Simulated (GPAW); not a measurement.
# C K-edge XANES of rock-salt (TiC)₁₋ₓ(ZrC)ₓ at x = 0.125, part 3 of 3

What does the C K edge look like in rock-salt (TiC)₁₋ₓ(ZrC)ₓ at x = 0.125?

GPAW 26.7.0; X-ray absorption from dipole matrix elements to empty bands, plane-wave PAW PBE.

So far. Step 5 (Spectrum with XCH, C atom 2): Main maxima below 24 eV (height): 3.1 eV (2.09), 5.9 eV (1.13) and 13.4 eV (1.77). A K edge sees empty p states; the first features are C p mixed into the empty d states of the Ti and Zr neighbours, and the broad ones above probably into the cations' higher empty bands. Step 5 (Spectrum with XCH, C atom 2): The total-energy difference is 287.95 eV.

## (7) Spectrum with XCH, Ti atom 1

The holes are 6.2 Å apart. The excited electron is kept in the cell, where it fills the lowest empty states and screens the hole. After the field has converged, empty bands are computed with the density fixed and the dipole matrix elements are summed.

The absorber has 6 C at 2.19 Å (octahedral).

xas.py reads:

```python
import numpy as np
from ase import Atoms
from ase.parallel import parprint, paropen
from gpaw import GPAW, PW, FermiDirac, Mixer, MixerDif, setup_paths
from gpaw.test import gen
setup_paths.insert(0, '.')
gen('Ti', name='fch1s', xcname='PBE', corehole=(1, 0, 1), write_xml=True)
from gpaw.mpi import world
world.barrier()

atoms = Atoms('TiCTiCTiCTiCTiCTiCZrCTiC',
    cell=[[0, 4.3745, 4.3745],
     [4.3745, 0, 4.3745],
     [4.3745, 4.3745, 0]],
    scaled_positions=[[0.0004296, 0.9995581, 0.9997077],
     [0.7561819, 0.2440955, 0.2554868],
     [0.0003048, 0.9998752, 0.4998086],
     [0.7558214, 0.2441124, 0.7442947],
     [0.0003094, 0.4998055, 0.0000934],
     [0.7500963, 0.7499377, 0.2498293],
     [0.0003891, 0.4997957, 0.499786],
     [0.7559303, 0.7556591, 0.7440644],
     [0.499978, 0.9999812, 0.000082],
     [0.2444983, 0.2442921, 0.2556287],
     [0.5004975, 0.9997448, 0.4998861],
     [0.2499497, 0.2499159, 0.7500383],
     [0.5002718, 0.4997151, 0.0000368],
     [0.2445333, 0.7555559, 0.2554108],
     [0.5001455, 0.4998288, 0.5000442],
     [0.24463, 0.7554375, 0.7443514]],
    pbc=True)
atoms.calc = calc = GPAW(legacy_gpaw=True, mode=PW(500, force_complex_dtype=True), xc='PBE', setups={0: 'fch1s'},
    kpts={'size': (4, 4, 4), 'gamma': True}, occupations=FermiDirac(0.1),
    charge=-1, mixer=Mixer(0.1, 5, 50), maxiter=150,
    convergence={'density': 0.0001, 'eigenstates': 1e-6}, txt='scf.txt')
energy = atoms.get_potential_energy() + calc.get_reference_energy()
ef = calc.get_fermi_level()
out = dict(energy=energy, fermi=ef, forces=atoms.get_forces().tolist())
parprint(f'all-electron energy {energy:.4f} eV, Fermi level {ef:.4f} eV')
ev = np.array([[calc.get_eigenvalues(k, s) for k in range(len(calc.get_ibz_k_points()))] for s in range(calc.get_number_of_spins())])
out['homo'], out['lumo'], out['counts'] = ev[ev < ef].max(), ev[ev > ef].min(), sorted(set((ev < ef).sum((0, 2)).tolist()))
out['filled'] = (ev[:, 0] < ef).sum(1).tolist()

from ase.units import Ha
from gpaw.xas import dipole_matrix_elements
nb = int(calc.get_number_of_electrons() / 2) + 128
top, nb = nb, nb + 8 + nb // 12
nscf = calc.fixed_density(kpts={'size': (6, 6, 6), 'gamma': True}, nbands=nb,
    convergence={'bands': top, 'eigenstates': 5e-3}, maxiter=60, txt='nscf.txt')
cell = atoms.cell.array
ops = [cell.T @ U.T @ np.linalg.inv(cell.T) for U in nscf.wfs.kd.symmetry.op_scc]
E = np.arange(-6, 30, 0.1)
fwhm = np.interp(E, [4, 25], [0.94, 3.5])
Y, X, zero, highest = 0, 0, 1e9, 1e9
for spin in range(nscf.get_number_of_spins()):
    wfs = nscf.wfs
    mine = wfs.bd.get_slice()  # this rank's bands
    A = dipole_matrix_elements(wfs.setups[0])
    eps = np.zeros((wfs.kd.nibzkpts, nb))
    d = np.zeros((3, A.shape[1], wfs.kd.nibzkpts, nb), complex)
    for kpt in wfs.kpt_u:
        if kpt.s == spin and 0 in kpt.P_ani:
            eps[kpt.k, mine] = kpt.eps_n * Ha
            d[:, :, kpt.k, mine] = (kpt.weight * wfs.nspins / 2) ** 0.5 * np.inner(A, kpt.P_ani[0])
    world.sum(eps)
    world.sum(d)
    T = np.einsum('amkn,bmkn->abkn', d, d.conj()).real
    T = sum(np.einsum('ai,ijkn,bj->abkn', R, T, R) for R in ops) / len(ops)
    empty = eps > ef
    zero, highest = min(zero, eps[empty].min()), min(highest, eps[:, top - 1].min())
    lines = [(eps, T, empty)] if spin == 0 else lines + [(eps, T, empty)]
for eps, T, empty in lines:
    f = np.einsum('aakn->akn', T).reshape(3, -1)
    x = eps.ravel() - zero
    w = np.interp(x, E, fwhm) / 2.35482
    g = np.exp(-0.5 * ((E[:, None] - x) / w) ** 2) / (w * (2 * np.pi) ** 0.5)
    Y = Y + (f * empty.ravel()) @ g.T
    X = X + (f * ~empty.ravel()) @ g.T
out.update(E=E.round(2).tolist(), xas=Y.tolist(), xes=X.tolist(), zero=zero, valid=highest - zero, nk=len(eps), nb=nb)
for i in range(0, len(E), 10):
    parprint(f'{E[i]:7.2f}', *(f'{v:10.3e}' for v in Y[:, i]))
import json
with paropen('out.json', 'w') as f:
    json.dump(out, f)
```

On the command line:

```console
$ OMP_NUM_THREADS=1 mpirun -n 4 gpaw python xas.py
```

Numbers of over 12 decimals in the logs are rounded to 6 here.

The log of the run:

```text
Input parameters:
  charge: -1
  convergence: {density: 0.0001,
                eigenstates: 1e-06}
  kpts: {gamma: True,
         size: (4, 4, 4)}
  maxiter: 150
  mixer: {backend: pulay,
          beta: 0.1,
          method: separate,
          nmaxold: 5,
          weight: 50}
  mode: {ecut: 500.0,
         force_complex_dtype: True,
         name: pw}
  occupations: {fixmagmom: False,
[...]
*d    :     0.343888
--------------------------------

Diagonalizing with gridspacing h=0.050

state   all-electron     PAW
-------------------------------
3s:      -2.998602    -2.998884
3p:      -2.109826    -2.110472
3d:      -0.656112    -0.656704
*f:                   -0.028297
-------------------------------
all-electron energy -263839.5192 eV, Fermi level 10.4194 eV
[...]
28.00  5.698e-07  5.698e-07  5.663e-07
  29.00  5.684e-07  5.683e-07  5.766e-07
[key lines of the parts left out:]
Converged after 24 iterations.
Dipole moment: (0.103001, -0.162226, -0.070888) |e|*Ang
Free energy:   -152.477846
Fermi level: 10.41943
```

Elapsed: 8.5 min, on 4 MPI ranks of Arm Neoverse V2, shared host; peak memory 1.1 GiB.

The Ti K spectrum, Ti atom 1, excited-electron core hole (neutral cell) (energy from the lowest empty level; intensity scaled to a mean of 1 over the first 20 eV):

| E (eV) | isotropic | ε ∥ x | ε ∥ z |
| --- | --- | --- | --- |
| -2.0 | 0.00 | 0.00 | 0.00 |
| -1.4 | 0.00 | 0.00 | 0.00 |
| -0.8 | 0.01 | 0.01 | 0.01 |
| -0.2 | 0.08 | 0.08 | 0.09 |
| 0.4 | 0.17 | 0.17 | 0.19 |
| 1.0 | 0.12 | 0.11 | 0.13 |
| 1.6 | 0.12 | 0.12 | 0.12 |
| 2.2 | 0.17 | 0.16 | 0.18 |
| 2.8 | 0.25 | 0.22 | 0.33 |
| 3.4 | 0.35 | 0.32 | 0.43 |
| 4.0 | 0.29 | 0.28 | 0.32 |
| 4.6 | 0.34 | 0.33 | 0.35 |
| 5.2 | 0.50 | 0.54 | 0.43 |
| 5.8 | 0.56 | 0.57 | 0.52 |
| 6.4 | 0.39 | 0.39 | 0.41 |
| 7.0 | 0.17 | 0.17 | 0.19 |
| 7.6 | 0.10 | 0.09 | 0.10 |
| 8.2 | 0.17 | 0.17 | 0.17 |
| 8.8 | 0.31 | 0.32 | 0.31 |
| 9.4 | 0.53 | 0.54 | 0.51 |
| 10.0 | 0.81 | 0.85 | 0.74 |
| 10.6 | 1.06 | 1.11 | 0.94 |
| 11.2 | 1.13 | 1.18 | 1.03 |
| 11.8 | 1.12 | 1.13 | 1.09 |
| 12.4 | 1.24 | 1.21 | 1.28 |
| 13.0 | 1.55 | 1.51 | 1.62 |
| 13.6 | 1.88 | 1.85 | 1.94 |
| 14.2 | 2.01 | 1.98 | 2.09 |
| 14.8 | 1.94 | 1.88 | 2.08 |
| 15.4 | 1.87 | 1.78 | 2.04 |
| 16.0 | 1.92 | 1.85 | 2.05 |
| 16.6 | 2.07 | 2.05 | 2.11 |
| 17.2 | 2.20 | 2.23 | 2.13 |
| 17.8 | 2.20 | 2.27 | 2.04 |
| 18.4 | 2.05 | 2.15 | 1.86 |
| 19.0 | 1.83 | 1.92 | 1.66 |
| 19.6 | 1.61 | 1.67 | 1.50 |
| 20.2 | 1.43 | 1.45 | 1.39 |
| 20.8 | 1.28 | 1.28 | 1.30 |
| 21.4 | 1.17 | 1.14 | 1.22 |
| 22.0 | 1.07 | 1.03 | 1.14 |
| 22.6 | 0.99 | 0.95 | 1.06 |
| 23.2 | 0.93 | 0.90 | 0.99 |
| 23.8 | 0.90 | 0.87 | 0.95 |
| 24.4 | 0.90 | 0.88 | 0.92 |
| 25.0 | 0.93 | 0.93 | 0.94 |
| 25.6 | 1.01 | 1.02 | 1.00 |
| 26.2 | 1.12 | 1.13 | 1.11 |
| 26.8 | 1.25 | 1.26 | 1.23 |
| 27.4 | 1.35 | 1.36 | 1.34 |
| 28.0 | 1.42 | 1.42 | 1.41 |
| 28.6 | 1.43 | 1.43 | 1.44 |
| 29.2 | 1.41 | 1.41 | 1.43 |
| 29.8 | 1.38 | 1.36 | 1.41 |

Main maxima below 29 eV (height): 0.4 eV (0.17), 3.5 eV (0.35), 5.6 eV (0.56), 14.2 eV (2.01), 17.5 eV (2.22) and 28.5 eV (1.43). A K edge sees empty p states. The first eV above the zero hold little dipole weight, as the lowest empty bands are of d character; the main edge, of 4p character, rises through 0.6 near 10 eV above the zero.

The total-energy difference is 4983.48 eV. One term is added: -22.82 eV, since the hole is spin-paired here and a spin-polarised one costs that much less in the free atom (computed apart). The photon energy is then 4960.66 eV. The tabulated edge of the element is 4966 eV. The functional leaves an error of a few eV in such absolute values.

## (8) Outcome

```
absorber and edge                               : C K, atom 2 of the ground-state input (counted from 1)
surroundings                                    : 1 Ti at 2.14 Å, 4 Ti at 2.19 Å and 1 Zr at 2.24 Å (distorted octahedral)
highest intensity below 16 eV                   : 3.1 eV above the zero, height 2.09
photon energy of the zero, with the added terms : 281.2 eV (raw 287.9 eV; uncertain by a few eV)
```

What this shows: The C K edge of atom 2, with 1 Ti at 2.14 Å, 4 Ti at 2.19 Å and 1 Zr at 2.24 Å (distorted octahedral), has its highest intensity of the first 16 eV at 3.1 eV above the zero, near 284 eV in photon energy (uncertain by a few eV), 2.1 times the mean level of the first 20 eV (Gaussian full width 0.9 eV up to 4 eV, rising linearly to 3.5 eV at 25 eV). At the C K edge of atom 2 polarisation matters most near 8.8 eV, where the curves differ by 1.4 on this scale. The holes are only 6.2 Å apart, so the shape is probably not converged with cell size; no larger cell was run here.

[Banner, clock and machine lines of the logs are left out without a mark of their own.]

[Logs are printed without paths, hosts, clocks, repeated set-up lines and the standing remarks that a program may print on its own settings, such as how far it seeks lower states.]

[Hosts, paths, dates, database ids (printed as entryN), source tags and the programs' standing remarks are cut or masked in the printed files.]

[Lists of maxima count a maximum above −3 eV only where it reaches 4 % of the highest in the window and stands out from its surroundings by 2 % of it (1.5 % where it reaches 55 %); shoulders and weaker maxima are passed over, and of the rest the first, up to two pre-edge ones and the few strongest are named.]
